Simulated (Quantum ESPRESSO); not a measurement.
# Sb2Pd: which magnetic order is lowest, part 2 of 2

A self-consistent run ends on one state, which hangs on the start. Several orders of Sb2Pd are started in Quantum ESPRESSO and their energies compared.

Quantum ESPRESSO 7.5; LDA; plane waves with GBRV 1.5 LDA potentials, no spin-orbit coupling.

So far: Starting point; Run 1, typed as ferro ++++.

## 3. Run 2, typed as antiferro ++−−

pw.in

```
&CONTROL
  calculation = 'scf'
  prefix = 'pwscf'
  outdir = './tmp'
  pseudo_dir = './pseudo'
  disk_io = 'nowf'
/
&SYSTEM
  ibrav = 0
  celldm(1) = 8
  nat = 12
  ntyp = 3
  ecutwfc = 40
  ecutrho = 280
  nbnd = 112
  occupations = 'smearing'
  smearing = 'fd'
  degauss = 0.00734986
  nspin = 2
  starting_magnetization(1) = 0
  starting_magnetization(2) = 0.0375
  starting_magnetization(3) = -0.0375
/
&ELECTRONS
  conv_thr = 2.4d-08
  electron_maxstep = 150
  mixing_beta = 0.3
/
ATOMIC_SPECIES
Sb    121.7600 sb_lda_v1.4.uspp.F.UPF
Pd1   106.4200 pd_lda_v1.4.uspp.F.UPF
Pd2   106.4200 pd_lda_v1.4.uspp.F.UPF
CELL_PARAMETERS alat
   1.5255759004104    0.0000000000000    0.0000000000000
   0.0000000000000    1.5255759004104    0.0000000000000
   0.0000000000000    0.0000000000000    1.5255759004104
ATOMIC_POSITIONS crystal
Sb      0.3710000000    0.3710000000    0.3710000000
Sb      0.1290000000    0.6290000000    0.8710000000
Sb      0.8710000000    0.1290000000    0.6290000000
Sb      0.6290000000    0.8710000000    0.1290000000
Sb      0.6290000000    0.6290000000    0.6290000000
Sb      0.8710000000    0.3710000000    0.1290000000
Sb      0.1290000000    0.8710000000    0.3710000000
Sb      0.3710000000    0.1290000000    0.8710000000
Pd1     0.0000000000    0.0000000000    0.0000000000
Pd1     0.5000000000    0.0000000000    0.5000000000
Pd2     0.5000000000    0.5000000000    0.0000000000
Pd2     0.0000000000    0.5000000000    0.5000000000
K_POINTS automatic
4 4 4 0 0 0
```

Command:

```sh
$ OMP_NUM_THREADS=1 mpirun -n 4 pw.x -nk 4 -in pw.in > pw.out
```

Output:

```text
[banner, memory and clock lines left out]
Program PWSCF v.7.5 starts

     Message from routine setup:
     using ibrav=0 with symmetry is DISCOURAGED, use correct ibrav instead

     bravais-lattice index     =            0
     lattice parameter (alat)  =       8.0000  a.u.
     unit-cell volume          =    1817.9060 (a.u.)^3
     number of atoms/cell      =           12
     number of atomic types    =            3
     number of electrons       =       184.00
     number of Kohn-Sham states=          112
     kinetic-energy cutoff     =      40.0000  Ry
     charge density cutoff     =     280.0000  Ry
     scf convergence threshold =      2.4E-08
     mixing beta               =       0.3000
     number of iterations used =            8  plain     mixing
     Exchange-correlation=  SLA  PZ   NOGX NOGC
                           (   1   1   0   0   0   0   0)

     celldm(1)=   8.000000  celldm(2)=   0.000000  celldm(3)=   0.000000
     celldm(4)=   0.000000  celldm(5)=   0.000000  celldm(6)=   0.000000

     crystal axes: (cart. coord. in units of alat)
               a(1) = (   1.525576   0.000000   0.000000 )
               a(2) = (   0.000000   1.525576   0.000000 )
               a(3) = (   0.000000   0.000000   1.525576 )

     reciprocal axes: (cart. coord. in units 2 pi/alat)
               b(1) = (  0.655490  0.000000  0.000000 )
               b(2) = (  0.000000  0.655490  0.000000 )
               b(3) = (  0.000000  0.000000  0.655490 )

     PseudoPot. # 1 for Sb read from file:
     sb_lda_v1.4.uspp.F.UPF
     Pseudo is Ultrasoft + core correction, Zval = 15.0

     PseudoPot. # 2 for Pd read from file:
     pd_lda_v1.4.uspp.F.UPF
     Pseudo is Ultrasoft + core correction, Zval = 16.0

     PseudoPot. # 3 for Pd read from file:
     pd_lda_v1.4.uspp.F.UPF
     Pseudo is Ultrasoft + core correction, Zval = 16.0

     atomic species   valence    mass     pseudopotential
     Sb               15.00   121.76000     Sb( 1.00)
     Pd1              16.00   106.42000     Pd( 1.00)
     Pd2              16.00   106.42000     Pd( 1.00)

     Starting magnetic structure
     atomic species   magnetization
     Sb              0.000
     Pd1             0.037
     Pd2            -0.037

      4 Sym. Ops., with inversion, found ( 2 have fractional translation)

   Cartesian axes

     site n.     atom                  positions (alat units)
         1        Sb     tau(   1) = (   0.5659887   0.5659887   0.5659887  )
         2        Sb     tau(   2) = (   0.1967993   0.9595872   1.3287766  )
         3        Sb     tau(   3) = (   1.3287766   0.1967993   0.9595872  )
         4        Sb     tau(   4) = (   0.9595872   1.3287766   0.1967993  )
         5        Sb     tau(   5) = (   0.9595872   0.9595872   0.9595872  )
         6        Sb     tau(   6) = (   1.3287766   0.5659887   0.1967993  )
         7        Sb     tau(   7) = (   0.1967993   1.3287766   0.5659887  )
         8        Sb     tau(   8) = (   0.5659887   0.1967993   1.3287766  )
         9        Pd1    tau(   9) = (   0.0000000   0.0000000   0.0000000  )
        10        Pd1    tau(  10) = (   0.7627880   0.0000000   0.7627880  )
        11        Pd2    tau(  11) = (   0.7627880   0.7627880   0.0000000  )
        12        Pd2    tau(  12) = (   0.0000000   0.7627880   0.7627880  )

     number of k points=    30  Fermi-Dirac smearing, width (Ry)=  0.0073
                       cart. coord. in units 2pi/alat
        k(    1) = (   0.0000000   0.0000000   0.0000000), wk =   0.0156250
        k(    2) = (   0.0000000   0.0000000   0.1638725), wk =   0.0312500
        k(    3) = (   0.0000000   0.0000000  -0.3277451), wk =   0.0156250
        k(    4) = (   0.0000000   0.1638725   0.1638725), wk =   0.0625000
        k(    5) = (   0.0000000   0.1638725  -0.3277451), wk =   0.0312500
        [... 25 further k-points ...]

     Dense  grid:   143761 G-vectors     FFT dimensions: (  72,  72,  72)

     Smooth grid:    62213 G-vectors     FFT dimensions: (  50,  50,  50)

     Check: negative core charge=   -0.000003
     Generating pointlists ...
     new r_m :   0.2602 (alat units)  2.0814 (a.u.) for type    1
     new r_m :   0.2602 (alat units)  2.0814 (a.u.) for type    2
     new r_m :   0.2602 (alat units)  2.0814 (a.u.) for type    3

     Initial potential from superposition of free atoms

     starting charge     173.9999, renormalised to     184.0000

     negative rho (up, down):  1.588E-01 1.588E-01
     Starting wfcs are  120 randomized atomic wfcs

     Self-consistent Calculation

     iteration #  1     ecut=    40.00 Ry     beta= 0.30
     Davidson diagonalization with overlap
     ethr =  1.00E-02,  avg # of iterations =  6.2

     negative rho (up, down):  1.530E-01 1.530E-01

     total energy              =   -2259.62501292 Ry
     estimated scf accuracy    <      46.22836025 Ry

     total magnetization       =     0.00 Bohr mag/cell
     absolute magnetization    =     0.93 Bohr mag/cell

     iteration #  2     ecut=    40.00 Ry     beta= 0.30
     Davidson diagonalization with overlap
     ethr =  1.00E-02,  avg # of iterations =  2.0

     negative rho (up, down):  1.563E-01 1.563E-01

     total energy              =   -2271.61959910 Ry
     estimated scf accuracy    <      11.63223285 Ry

     total magnetization       =     0.00 Bohr mag/cell
     absolute magnetization    =     0.11 Bohr mag/cell

     [... further iterations left out ...]

     iteration # 13     ecut=    40.00 Ry     beta= 0.30
     Davidson diagonalization with overlap
     ethr =  6.56E-10,  avg # of iterations =  2.0

     negative rho (up, down):  1.577E-01 1.577E-01

     total energy              =   -2272.08362586 Ry
     estimated scf accuracy    <       0.00000007 Ry

     total magnetization       =     0.00 Bohr mag/cell
     absolute magnetization    =     0.00 Bohr mag/cell

     iteration # 14     ecut=    40.00 Ry     beta= 0.30
     Davidson diagonalization with overlap
     ethr =  4.06E-11,  avg # of iterations =  2.0

     negative rho (up, down):  1.577E-01 1.577E-01

     Magnetic moment per site  (integrated on atomic sphere of radius R)
     atom   1 (R=0.260)  charge= 12.1416  magn=  0.0000
     atom   2 (R=0.260)  charge= 12.1416  magn=  0.0000
     atom   3 (R=0.260)  charge= 12.1416  magn= -0.0000
     atom   4 (R=0.260)  charge= 12.1416  magn= -0.0000
     atom   5 (R=0.260)  charge= 12.1416  magn=  0.0000
     atom   6 (R=0.260)  charge= 12.1416  magn=  0.0000
     atom   7 (R=0.260)  charge= 12.1416  magn= -0.0000
     atom   8 (R=0.260)  charge= 12.1416  magn= -0.0000
     atom   9 (R=0.260)  charge= 14.3285  magn=  0.0000
     atom  10 (R=0.260)  charge= 14.3285  magn=  0.0000
     atom  11 (R=0.260)  charge= 14.3285  magn= -0.0000
     atom  12 (R=0.260)  charge= 14.3285  magn= -0.0000

     End of self-consistent calculation

     [... lines left out ...]
     the Fermi energy is    13.1141 ev

!    total energy              =   -2272.08362587 Ry
     estimated scf accuracy    <       0.00000002 Ry
     smearing contrib. (-TS)   =      -0.00681029 Ry
     internal energy E=F+TS    =   -2272.07681559 Ry

     The total energy is F=E-TS. E is the sum of the following terms:
     one-electron contribution =    -869.10529105 Ry
     hartree contribution      =     555.72715252 Ry
     xc contribution           =    -472.31643611 Ry
     ewald contribution        =   -1486.38224094 Ry

     total magnetization       =     0.00 Bohr mag/cell
     absolute magnetization    =     0.00 Bohr mag/cell

     convergence has been achieved in  14 iterations
```

Elapsed: 6.5 min, on 4 MPI ranks of Arm Neoverse V2, shared host; peak memory 1.8 GiB; 26 min of CPU time.

The spin moment in the atom's sphere vanishes on all atoms.

This step gave:

```yaml
smearing_term_ts: 0.09266 eV
magnetization: 0 μB
absolute_magnetization: 0 μB
final_state: non-magnetic
```

Valence density in the ac plane at fractional y = 0.000, with atoms of Pd within 0.2 Å of it. It is the smooth field of the valence electrons, not physical close to the nuclei.

Values in units of 1e0 e/Å³, 10 rows by 16 columns, each cell a mean:
```
6.2 4.1 0.8 0.3 0.4 0.6 0.6 0.5 0.3 0.2 0.2 0.1 0.2 0.4 2.1 6.3
0.8 0.5 0.2 0.2 0.4 0.7 0.8 0.5 0.3 0.1 0.1 0.1 0.1 0.2 0.4 0.7
0.2 0.1 0.1 0.1 0.2 0.3 0.4 0.3 0.2 0.2 0.1 0.1 0.2 0.4 0.4 0.4
0.3 0.1 0.1 0.1 0.1 0.2 0.6 1.4 1.8 0.9 0.3 0.3 0.4 0.8 0.8 0.5
0.3 0.3 0.2 0.2 0.2 0.5 2.8 7.0 4.3 5.6 1.0 0.3 0.3 0.5 0.5 0.4
0.4 0.6 0.6 0.5 0.3 0.5 2.0 6.4 6.1 4.1 0.8 0.2 0.1 0.2 0.2 0.3
0.4 0.7 0.8 0.5 0.3 0.2 0.3 0.7 0.8 0.5 0.3 0.2 0.1 0.1 0.1 0.2
0.3 0.4 0.3 0.2 0.1 0.1 0.1 0.2 0.3 0.4 0.4 0.3 0.2 0.1 0.1 0.2
1.8 0.9 0.3 0.2 0.1 0.1 0.1 0.2 0.4 0.7 0.9 0.6 0.3 0.3 0.5 1.5
4.2 5.7 1.0 0.3 0.2 0.2 0.3 0.3 0.4 0.5 0.5 0.4 0.3 0.5 2.8 7.1
```
Columns run along a (6.5 Å), rows up along c (6.5 Å). Atoms in or near the plane, at fractional coordinates: Pd at (0.00, 0.00), Pd at (0.50, 0.50).

## 4. Run 3 (ferri +++−)

pw.in, as its differences from that of step 3:

```diff
@@ -47,3 +47,3 @@
 Pd1     0.5000000000    0.0000000000    0.5000000000
-Pd2     0.5000000000    0.5000000000    0.0000000000
+Pd1     0.5000000000    0.5000000000    0.0000000000
 Pd2     0.0000000000    0.5000000000    0.5000000000
```

Output:

```text
     [... lines left out ...]
Program PWSCF v.7.5 starts
     [... lines left out ...]
     number of atoms/cell      =           12
     [... lines left out ...]
     number of electrons       =       184.00
     number of Kohn-Sham states=          112
     kinetic-energy cutoff     =      40.0000  Ry
     charge density cutoff     =     280.0000  Ry
     scf convergence threshold =      2.4E-08
     [... lines left out ...]
      6 Sym. Ops., with inversion, found ( 4 have fractional translation)
     [... lines left out ...]
     number of k points=    14  Fermi-Dirac smearing, width (Ry)=  0.0073
     [... lines left out ...]
     iteration # 15     ecut=    40.00 Ry     beta= 0.30
     [... lines left out ...]
     Magnetic moment per site  (integrated on atomic sphere of radius R)
     atom   1 (R=0.260)  charge= 12.1416  magn= -0.0000
     atom   2 (R=0.260)  charge= 12.1416  magn= -0.0000
     atom   3 (R=0.260)  charge= 12.1416  magn= -0.0000
     atom   4 (R=0.260)  charge= 12.1416  magn= -0.0000
     atom   5 (R=0.260)  charge= 12.1416  magn= -0.0000
     atom   6 (R=0.260)  charge= 12.1416  magn= -0.0000
     atom   7 (R=0.260)  charge= 12.1416  magn= -0.0000
     atom   8 (R=0.260)  charge= 12.1416  magn= -0.0000
     atom   9 (R=0.260)  charge= 14.3284  magn=  0.0000
     atom  10 (R=0.260)  charge= 14.3284  magn=  0.0000
     atom  11 (R=0.260)  charge= 14.3284  magn=  0.0000
     atom  12 (R=0.260)  charge= 14.3284  magn=  0.0000
     [... lines left out ...]
     the Fermi energy is    13.1141 ev
!    total energy              =   -2272.08362589 Ry
     estimated scf accuracy    <          1.2E-10 Ry
     smearing contrib. (-TS)   =      -0.00681030 Ry
     [... lines left out ...]
     total magnetization       =    -0.00 Bohr mag/cell
     absolute magnetization    =     0.00 Bohr mag/cell
     convergence has been achieved in  15 iterations
```

Wall time 3.4 min (4 MPI ranks); peak memory 1.5 GiB.

The spin moment in the atom's sphere vanishes on all atoms.

This step gave:

| Quantity | Value |
| --- | --- |
| smearing term TS | 0.09266 eV |
| magnetization | 0 μB |
| absolute magnetization | 0 μB |
| final state | non-magnetic |

## 5. The states side by side

An order is kept where moments of 0.15 μB or more survive with the typed signs; meshes match where a doubled cell samples the same k points as the first cell.

Orders:

| start | final state | typed order kept | energy over the lowest (meV a seeded atom) | largest site moment (μB) | net moment (μB a cell of the first run) | mesh matched | CPU time (s) |
| --- | --- | --- | --- | --- | --- | --- | --- |
| ferro ++++ | non-magnetic | no | 0 | 0 | 0 | yes | 616.8 |
| antiferro ++-- | non-magnetic | no | 0 | 0 | 0 | yes | 1555 |
| ferri +++- | non-magnetic | no | 0 | 0 | 0 | yes | 823.5 |

## 6. Summary of results

```
lowest state found  : non-magnetic (from ferro ++++, antiferro ++-- and ferri +++-)
largest site moment : 0 μB
```

**Reading.** The lowest state carries no moment, and no start kept one. This is the lowest of 3 collinear or spinless starts, no proof of the ground state. Energies are free energies at an electronic temperature of 1160 K, which lowers moments and differences where the moments are itinerant.

[Logs and program files are shortened in this print: banners, set-up blocks, solver, clock and traceback lines can be left out without a mark of their own.]

[Logs are printed without paths, hosts, clocks, repeated set-up lines and the standing remarks that a program may print on its own settings, such as how far it seeks lower states.]

[Hosts, paths, dates, database ids (printed as entryN), source tags and the programs' standing remarks are cut or masked in the printed files.]

[Where a cell is said to come from a database of computed structures, the database is the Materials Project.]
